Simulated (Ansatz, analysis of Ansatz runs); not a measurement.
# A hop of H in CsLi2Cl3 (Immm), charge +1, part 2 of 2

How high is the barrier when H changes place in CsLi2Cl3 (Immm)? The case: H transfer from Cl to Cl, charge +1, in a cell of 72 host atoms with 1 H put in.

Ansatz 0.2.0; plane-wave PAW DFT, PBEsol; relaxation of all atoms of a defect supercell at fixed charge in a uniform background.

So far: Starting point; Relaxation of the start point, charge +1.

**2. Relaxation of the start point, charge +1 (continued)**

Relaxation path:

| step | energy less that of the first step (eV) | largest force component (eV/Å) |
| --- | --- | --- |
| 1 | 0.0000 | 1.6978 |
| 2 | -0.8568 | 0.7912 |
| 3 | -1.2407 | 0.5123 |
| 4 | -1.3554 | 0.3935 |
| 5 | -1.2960 | 1.3607 |
| 6 | -1.4308 | 0.1434 |
| 7 | -1.4633 | 0.0628 |
| 8 | -1.4706 | 0.1785 |
| 9 | -1.4778 | 0.1474 |
| 10 | -1.4856 | 0.0216 |
| 11 | -1.4856 | 0.0217 |
| 12 | -1.4859 | 0.0242 |
| 13 | -1.4862 | 0.0058 |
| 14 | -1.4862 | 0.0057 |

Relaxation step 5 was tried and not accepted.

The atoms that moved most (Å, from the sites as typed, ahead of the random displacement, the mean shift of all atoms taken out):

| atom | dx | dy | dz | length |
| --- | --- | --- | --- | --- |
| H73 | -0.010 | 0.562 | 0.435 | 0.711 |
| Li12 | -0.009 | -0.490 | 0.240 | 0.545 |
| Cl19 | -0.002 | -0.108 | -0.356 | 0.372 |
| Cl24 | -0.014 | 0.168 | 0.250 | 0.301 |
| Li10 | -0.020 | 0.273 | -0.075 | 0.284 |
| Cs1 | -0.141 | 0.143 | -0.195 | 0.280 |
| Cs25 | 0.135 | 0.133 | -0.181 | 0.262 |
| Cl41 | -0.044 | -0.197 | 0.063 | 0.212 |

Neighbours of H73 at the end:

| atom | distance (Å) |
| --- | --- |
| Cl19 | 1.446 |
| Cl24 | 1.719 |
| Li12 | 2.274 |
| Cs1 | 3.133 |
| Cs25 | 3.133 |
| Cl14 | 3.291 |
| Cl38 | 3.301 |
| Li29 | 3.519 |
| Li5 | 3.523 |

Among the atoms that came to bonding distance: Cl19–H73 1.45 Å (from 2.48).

Numbers from this step:

| Item | Value |
| --- | --- |
| free energy | -110244.9176 eV |
| r.m.s. move of the farther half of the atoms | 0.05073 Å |
| largest move from the ideal geometry of this structure, a common shift of the far atoms taken out | 0.7167 Å |

The relaxation gained 1.486 eV and ended with a largest force component of 0.0057 eV/Å.

**3. Relaxation of the end point, charge +1**

The end point is relaxed in the same cell and settings, so that the two energies compare. Atoms more than 3.2 Å from the middle of the hop start where the first relaxation left them, the nearer ones on or close to their ideal places, with small random displacements.

The input, qp1_c72k1s.end/input.yaml:

```yaml
crystal:
  lattice:
    - [13.50322694, 0.0, 0.0]
    - [4.50107565, 10.24633985, 0.0]
    - [0.0, 0.0, 12.2489163]
  atoms:
    - { symbol: Cs, position: [0.0, 0.0, 0.5] }
    - { symbol: Cs, position: [0.08247114, 0.25105812, 0.00512699] }
[... 2 atom lines left out ...]
    - { symbol: Li, position: [-0.00975007, -0.00349684, 0.80732927] }
[... 2 atom lines left out ...]
    - { symbol: Li, position: [0.24707207, 0.75817479, 0.30446574] }
[... 3 atom lines left out ...]
    - { symbol: Li, position: [0.25, 0.75, 0.69283491] }
[... 1 atom line left out ...]
    - { symbol: Cl, position: [0.08807171, 0.74853146, 0.77708121] }
[... 4 atom lines left out ...]
    - { symbol: Cl, position: [0.16666667, 0.0, 0.72793016] }
[... 2 atom lines left out ...]
    - { symbol: Cl, position: [0.08188649, 0.25253149, 0.49811814] }
[... 1 atom line left out ...]
    - { symbol: Cl, position: [0.25, 0.75, 0.5] }
    - { symbol: Cs, position: [0.33333333, 0.0, 0.5] }
[... 3 atom lines left out ...]
    - { symbol: Li, position: [0.34502425, -0.00646885, 0.8074052] }
[... 8 atom lines left out ...]
    - { symbol: Cl, position: [0.41402805, 0.74540367, 0.77408153] }
[... 34 atom lines left out ...]
    - { symbol: H, position: [0.195308, 0.914075, 0.650985] }
total_charge: 1
basis:
  ecutwfc: 420
  xc_grid: 2
hamiltonian:
  xc: pbesol
kpoints:
  mp_grid: { grid: [1, 1, 1], shift: [0.25, 0.25, 0.25] }
scf:
  occupations: { method: fixed }
  max_iter: 150
output:
  forces: true
relax:
  f_tol: 0.02
  max_steps: 70
  random_displacement: { amplitude: 0.01, seed: 1964 }
```

Run with:

```
ansatz run input.yaml --threads 32 --pin off --max-ram 84787MiB --backend cuda --events-out ev --progress --plain --runs-dir out --max-vram 78GiB
```

Numbers of over 12 decimals in the logs are rounded to 6 here.

Output:

```text
[...]
Crystal: 73 atoms, lattice volume = 1694.744 Å³
Basis set: ecut = 420 eV, 33169 PW (Γ), exchange–correlation on 192×150×180 points (8 copies of the dense FFT grid, shifted against one another)
Bands: 289, of which v1, the nominal top of the filled ones, is band 216 counted from 1 (215 counted from 0)
Symmetry: 1 space group operations
k-points: 1
[...]
SCF iter   1: F=—  HF=-110244.066267 eV  |F-HF|=—  |Δ(HF+E_count)|=         —  Δρ=2.82e-3  dr2=2.49e-1  ethr=1.77e-3  ⟨swp⟩=6.0  Hψ=914  notcnv=0  defer=71
[...]
SCF iter   3: F=—  HF=-110243.970958 eV  |F-HF|=—  |Δ(HF+E_count)|=   1.87e-2  Δρ=3.27e-4  dr2=3.39e-3  ethr=1.23e-5  ⟨swp⟩=4.0  Hψ=444  notcnv=0  defer=62
[...]
SCF 1 converged in 6 iterations: F = -110243.971594 eV  dr2 = 8.04e-7
[...]
- { symbol: Li, position: [0.507655, 0.487403, 0.812042] }
    - { symbol: Li, position: [0.584238, 0.750336, 0.308233] }
    - { symbol: Li, position: [0.334315, -5.204179950045873e-5, 0.190937] }
    - { symbol: Li, position: [0.420705, 0.239662, 0.693065] }
    - { symbol: Li, position: [0.499545, 0.499028, 0.195269] }
    - { symbol: Li, position: [0.584611, 0.747154, 0.693349] }
    - { symbol: Cl, position: [0.329708, 0.510021, 0.281996] }
[...]
- { symbol: Cs, position: [0.667390, -7.834212083882284e-5, 0.496084] }
    - { symbol: Cs, position: [0.750671, 0.248629, 0.002505] }
    - { symbol: Cs, position: [0.830847, 0.505230, 0.497049] }
    - { symbol: Cs, position: [0.917079, 0.748351, 0.004390] }
[...]
- { symbol: Li, position: [0.666515, -0.000706, 0.190071] }
    - { symbol: Li, position: [0.751688, 0.250233, 0.692478] }
    - { symbol: Li, position: [0.832731, 0.500891, 0.193096] }
    - { symbol: Li, position: [0.915991, 0.753507, 0.691992] }
[...]
- { symbol: Cl, position: [0.667597, -0.001990, -0.001315] }
    - { symbol: Cl, position: [0.743710, 0.256468, 0.499709] }
    - { symbol: Cl, position: [0.833747, 0.498480, 0.000437] }
    - { symbol: Cl, position: [0.918826, 0.751735, 0.499720] }
    - { symbol: H, position: [0.201431, 0.891870, 0.616054] }
```

Wall time 5.7 s (1 × NVIDIA GB200 with 32 threads of Arm Neoverse V2, shared host); peak memory 1.4 GiB.

The steps of the relaxation:

| step | energy less that of the first step (eV) | largest force component (eV/Å) |
| --- | --- | --- |
| 1 | 0.0000 | 1.4996 |
| 2 | -0.5697 | 0.8591 |
| 3 | -0.8443 | 0.4363 |
| 4 | -0.9086 | 0.4790 |
| 5 | -0.9295 | 0.3305 |
| 6 | -0.9351 | 0.1200 |
| 7 | -0.9447 | 0.0309 |
| 8 | -0.9456 | 0.0139 |

The atoms that moved most (Å, from the sites as typed, ahead of the random displacement):

| atom | dx | dy | dz | length |
| --- | --- | --- | --- | --- |
| Li12 | -0.013 | -0.483 | 0.250 | 0.544 |
| H73 | -0.018 | -0.228 | -0.428 | 0.485 |
| Cl19 | -0.012 | -0.098 | -0.337 | 0.351 |
| Cl24 | -0.020 | 0.179 | 0.265 | 0.320 |
| Cs1 | -0.146 | 0.149 | -0.192 | 0.284 |
| Cs25 | 0.134 | 0.142 | -0.168 | 0.258 |
| Cl64 | -0.001 | 0.011 | 0.013 | 0.017 |
| Li29 | 0.004 | 0.011 | 0.012 | 0.017 |

Neighbours of H73 at the end:

| atom | distance (Å) |
| --- | --- |
| Cl19 | 1.445 |
| Cl24 | 1.721 |
| Li12 | 2.273 |
| Cs1 | 3.138 |
| Cs25 | 3.140 |
| Cl14 | 3.287 |
| Cl38 | 3.300 |
| Li5 | 3.512 |
| Li29 | 3.525 |

Among the atoms that came to bonding distance: Cl24–H73 1.72 Å (from 2.50).

Numbers from this step:

| Property | Result |
| --- | --- |
| free energy | -110244.9172 eV |
| r.m.s. move of the farther half of the atoms | 0.05115 Å |
| largest move from the ideal geometry of this structure, a common shift of the far atoms taken out | 0.5480 Å |

The relaxation gained 0.946 eV and ended with a largest force component of 0.014 eV/Å. The end lies within 1 meV of the start.

**4. No path, charge +1**

Analysis of the runs above: comparison of two relaxed ends, PBEsol.

It gives:

* outcome: both ends relax to one structure
* largest difference: 0.01164 Å
* energy difference: 4.07e-4 eV

**5. Summary of results**

```yaml
outcome: both ends relax to one structure
```

**Reading.** Start and end relaxed into one structure, so no band was run. The largest move in the relaxations was 0.7 Å. This doesn't show that a second stable place is lacking: the end was set up from the relaxed start, and an atom can slide across on the way. Limits: one k-point off the zone centre stands for the whole zone; spin–orbit coupling, which can matter with heavy atoms, is left out.

[Logs are printed without paths, hosts, clocks, repeated set-up lines and the standing remarks that a program may print on its own settings, such as how far it seeks lower states.]

[Hosts, paths, dates, database ids (printed as entryN), source tags and the programs' standing remarks are cut or masked in the printed files.]
